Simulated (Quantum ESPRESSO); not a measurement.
# E(M) of SrVO3

Wanted: E(M) for SrVO3 from a parallel start.

Main program and level: Quantum ESPRESSO 7.5; PBE with U = 2.56 eV on V d (ortho-atomic projectors); plane waves with GBRV 1.5 PBE potentials, no spin-orbit coupling.

Report form: the programs' logs are mostly left out.

## 1. The starting structure

It takes space group Pm-3m (No. 221, cubic). Conventional cell: a = 3.841 Å, b = 3.841 Å, c = 3.841 Å, α = 90.00°, β = 90.00°, γ = 90.00°. Sr has 12 O at 2.72 Å nearest. V has 6 O at 1.92 Å nearest. Nearest to O lie 2 V at 1.92 Å and 4 Sr at 2.72 Å. Farther neighbours and most contacts between anions are not listed.

The cell comes from the Crystallography Open Database.

The settings of this session are cheaper than careful work needs (see the inputs), so it shows what such settings give, not the properties of the crystal.

## 2. No moment imposed

Contents of pw.in:

```
&CONTROL
  calculation = 'scf'
  prefix = 'pwscf'
  outdir = './tmp'
  pseudo_dir = './pseudo'
  disk_io = 'nowf'
  tprnfor = .true.
  tstress = .true.
/
&SYSTEM
  ibrav = 0
  celldm(1) = 8
  nat = 5
  ntyp = 3
  ecutwfc = 24
  ecutrho = 168
  nbnd = 31
  occupations = 'smearing'
  smearing = 'fd'
  degauss = 0.00734986
  nspin = 2
  starting_magnetization(1) = 0
  starting_magnetization(2) = 0.1538
  starting_magnetization(3) = 0
/
&ELECTRONS
  conv_thr = 1d-08
  electron_maxstep = 150
  mixing_beta = 0.3
  mixing_ndim = 4
/
ATOMIC_SPECIES
Sr     87.6200 sr_pbe_v1.uspp.F.UPF
V      50.9415 v_pbe_v1.4.uspp.F.UPF
O      15.9990 o_pbe_v1.2.uspp.F.UPF
CELL_PARAMETERS alat
   0.9072811340094    0.0000000000000    0.0000000000000
   0.0000000000000    0.9072811340094    0.0000000000000
   0.0000000000000    0.0000000000000    0.9072811340094
ATOMIC_POSITIONS crystal
Sr      0.5000000000    0.5000000000    0.5000000000
V       0.0000000000    0.0000000000    0.0000000000
O       0.5000000000    0.0000000000    0.0000000000
O       0.0000000000    0.5000000000    0.0000000000
O       0.0000000000    0.0000000000    0.5000000000
K_POINTS automatic
6 6 6 0 0 0
HUBBARD {ortho-atomic}
U V-3d 2.5600
```

The run is started by

```sh
OMP_NUM_THREADS=1 mpirun -n 2 pw.x -nk 2 -in pw.in > pw.out
```

Run time: 27 s. Hardware: 2 MPI ranks of Intel Xeon Platinum 8175M at 2.50GHz (Skylake/Cascade Lake), shared host; peak memory 0.19 GiB.

Spin moment in the atom's sphere by atom:

| atom | spin moment in the atom's sphere (μB) |
| --- | --- |
| Sr1 | 0.000 |
| V2 | 0.902 |
| O3 | -0.059 |
| O4 | -0.059 |
| O5 | -0.059 |

Numbers from this step:

* smearing term TS: 0.05982 eV
* pressure: -63.57 GPa
* magnetization: 1 μB
* absolute magnetization: 1.403 μB
* final state: ferromagnetic

## 3. Moment fixed at 0 μB

The two spin channels are filled to separate Fermi energies, so that the total moment meets the target. Half of the up one less the down one is the slope dE/dM.

pw.in: that of step 2 with these lines changed.

```diff
@@ -16,3 +16,3 @@
   ecutrho = 168
-  nbnd = 31
+  nbnd = 30
   occupations = 'smearing'
@@ -22,4 +22,5 @@
   starting_magnetization(1) = 0
-  starting_magnetization(2) = 0.1538
+  starting_magnetization(2) = 0.0077
   starting_magnetization(3) = 0
+  tot_magnetization = 0
 /
```

Wall time 26 s (2 MPI ranks); peak memory 0.19 GiB; 52 s of CPU time.

This step gave:

```
magnetization                                 : 0 μB
absolute magnetization                        : 0 μB
half the difference of the two Fermi energies : 0 meV
largest moment                                : 0 μB
```

## 4. Moment fixed at 0.16 μB

pw.in: that of step 3 with these lines changed.

```diff
@@ -22,5 +22,5 @@
   starting_magnetization(1) = 0
-  starting_magnetization(2) = 0.0077
+  starting_magnetization(2) = 0.0123
   starting_magnetization(3) = 0
-  tot_magnetization = 0
+  tot_magnetization = 0.16
 /
```

It took 24 s on 2 MPI ranks; peak memory 0.19 GiB; 48 s of CPU time.

Spin moment in the atom's sphere by atom:

| atom | spin moment in the atom's sphere (μB) |
| --- | --- |
| Sr1 | 0.000 |
| V2 | 0.147 |
| O3 | -0.011 |
| O4 | -0.011 |
| O5 | -0.011 |

This step gave:

```
magnetization                                 : 0.16 μB
absolute magnetization                        : 0.234 μB
half the difference of the two Fermi energies : -83.2 meV
```

## 5. Moment fixed at 0.32 μB

pw.in: that of step 4 with these lines changed.

```diff
@@ -16,3 +16,3 @@
   ecutrho = 168
-  nbnd = 30
+  nbnd = 31
   occupations = 'smearing'
@@ -22,5 +22,5 @@
   starting_magnetization(1) = 0
-  starting_magnetization(2) = 0.0123
+  starting_magnetization(2) = 0.0246
   starting_magnetization(3) = 0
-  tot_magnetization = 0.16
+  tot_magnetization = 0.32
 /
```

It took 26 s on 2 MPI ranks; peak memory 0.19 GiB.

Read from the output:

```yaml
magnetization: 0.32 μB
absolute_magnetization: 0.466 μB
half_the_difference_of_the_two_fermi_energies: -159.7 meV
largest_moment: 0.2943 μB
```

## 6. An input with a fault

As a test, an input with a fault in it is run.

pw.in: that of step 5 with these lines changed.

```diff
@@ -11,3 +11,2 @@
   ibrav = 0
-  celldm(1) = 8
   nat = 5
@@ -19,8 +18,7 @@
   smearing = 'fd'
-  degauss = 0.00734986
+  degauss = 0.07349864
   nspin = 2
   starting_magnetization(1) = 0
-  starting_magnetization(2) = 0.0246
+  starting_magnetization(2) = 0.1538
   starting_magnetization(3) = 0
-  tot_magnetization = 0.32
 /
@@ -28,3 +26,3 @@
   conv_thr = 1d-08
-  electron_maxstep = 150
+  electron_maxstep = 50
   mixing_beta = 0.3
@@ -36,6 +34,6 @@
 O      15.9990 o_pbe_v1.2.uspp.F.UPF
-CELL_PARAMETERS alat
-   0.9072811340094    0.0000000000000    0.0000000000000
-   0.0000000000000    0.9072811340094    0.0000000000000
-   0.0000000000000    0.0000000000000    0.9072811340094
+CELL_PARAMETERS angstrom
+   3.8409000000    0.0000000000    0.0000000000
+   0.0000000000    3.8409000000    0.0000000000
+   0.0000000000    0.0000000000    3.8409000000
 ATOMIC_POSITIONS crystal
```

It took 40 s on 2 MPI ranks; peak memory 0.19 GiB; 78 s of CPU time.

Convergence was reached, yet the input spoils the result.

The fault in the input: a smearing of electronvolts.

The two runs compared:

| quantity | this run | same start on sound input | difference |
| --- | --- | --- | --- |
| largest moment (μB) | 0.0033578 | 0.90186 | -0.899 |
| magnetization (μB) | 0 | 1 | -1 |
| absolute magnetization (μB) | 0 | 1.403 | -1.40 |

The two runs differ clearly in the largest moment: 0.00336 μB against 0.902 μB.

## 7. All moments

The runs not shown differ in the target, the start and the number of states alone. The point at 1.00 μB is the free run, entered with slope zero.

Energy over the lowest against total spin moment:

| total spin moment (μB a cell) | energy over the lowest (meV a cell) |
| --- | --- |
| 0.000 | 190 |
| 0.160 | 183 |
| 0.320 | 164 |
| 0.480 | 133 |
| 0.640 | 96.3 |
| 0.800 | 52.9 |
| 0.960 | 8.52 |
| 1.000 | 0 |
| 1.120 | 96.2 |
| 1.280 | 245 |
| 1.440 | 406 |
| 1.600 | 578 |

dE/dM against total spin moment:

| total spin moment (μB a cell) | dE/dM (meV/μB) |
| --- | --- |
| 0.000 | -0.00842 |
| 0.160 | -83.2 |
| 0.320 | -160 |
| 0.480 | -213 |
| 0.640 | -251 |
| 0.800 | -285 |
| 0.960 | -254 |
| 1.000 | 0 |
| 1.120 | 874 |
| 1.280 | 972 |
| 1.440 | 1043 |
| 1.600 | 1105 |

The largest site moment by total spin moment:

| total spin moment (μB a cell) | largest site moment (μB) |
| --- | --- |
| 0.000 | 1.5e-5 |
| 0.160 | 0.148 |
| 0.320 | 0.294 |
| 0.480 | 0.440 |
| 0.640 | 0.583 |
| 0.800 | 0.725 |
| 0.960 | 0.867 |
| 1.000 | 0.902 |
| 1.120 | 0.933 |
| 1.280 | 0.976 |
| 1.440 | 1.02 |
| 1.600 | 1.06 |

## 8. Summary of results

* moment of the free run: 1.00 μB a cell
* energy at zero total moment: 190 meV a cell over the lowest

**Reading.** At zero total moment the site moments vanish, so the 190 meV a cell is the energy of forming them, the change of the Hubbard energy included. The points show one minimum alone. The free run has a whole-number moment, and the slope goes from -254 to 874 meV/μB between its neighbours: a kink, as where a spin channel has a gap, so no stiffness is given. The cell holds one seeded atom, so opposed orders, which may lie lower, cannot form in it. Energies are free energies at an electronic temperature of 1160 K, which lowers moments and differences where the moments are itinerant. The cutoff lies under the 40 Ry that these files are usually run at. The pressure suffers first from an incomplete basis and comes out too low. The smearing term is large for its width, so states at the Fermi level are partly filled: at this level the cell is a metal or has a gap of a few widths at most. Degenerate orbitals of a corrected shell are partly filled. Whether a state of lower symmetry lies under this one was not tested; under a U it often does.

[Logs and program files are shortened in this print: banners, set-up blocks, solver, clock and traceback lines can be left out without a mark of their own.]

[Logs are printed without paths, hosts, clocks, repeated set-up lines and the standing remarks that a program may print on its own settings, such as how far it seeks lower states.]

[Hosts, paths, dates, database ids (printed as entryN), source tags and the programs' standing remarks are cut or masked in the printed files.]

[Where a cell is said to come from a database of computed structures, the database is the Materials Project.]
